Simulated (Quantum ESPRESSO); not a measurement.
Records of electronic-structure calculations.

```xyz
2
Lattice="2.830 0.000 0.000 0.000 2.830 0.000 0.000 0.000 3.660" Properties=species:S:1:pos:R:3 pbc="T T T" subject="Fixed-spin-moment curve of MnPt" method="LDA; plane waves with GBRV 1.5 LDA potentials, no spin-orbit coupling (and 1 further level or step)" program="Quantum ESPRESSO 7.5" settings_of_one_run="GBRV 1.5 LDA, potential files Pt: pt_lda_v1.4.uspp.F.UPF, Mn: mn_lda_v1.5.uspp.F.UPF, cutoff 544.23 eV, 10×10×10 k-mesh, 24 bands, fermi-dirac occupations, smearing width 0.05 eV, collinear spin, SCF threshold 4.00e-9, starting moments 3.5 0 μB" cost="12 runs, 10 min in all on 2 MPI ranks of Arm Neoverse V1, shared host (the runs of this entry)" notes="The run is spin-polarised, with a total moment of 4.12 μB a cell (absolute 4.17). The cell holds one seeded atom, so opposed orders, which may lie lower, cannot form in it." moment_of_the_free_run="4.12 μB a cell" energy_at_zero_total_moment="661 meV a cell over the lowest" delta_e_delta_m2_from_the_lowest_point_to_4p45_and_to_3p89_mu_b="419 and 213 meV/μB²"
Mn    0.000    0.000    0.000
Pt    1.415    1.415    1.830
```

[Logs and program files are shortened in this print: banners, set-up blocks, solver, clock and traceback lines can be left out without a mark of their own.]

[Logs are printed without paths, hosts, clocks, repeated set-up lines and the standing remarks that a program may print on its own settings, such as how far it seeks lower states.]

[Hosts, paths, dates, database ids (printed as entryN), source tags and the programs' standing remarks are cut or masked in the printed files.]

[Where a cell is said to come from a database of computed structures, the database is the Materials Project.]
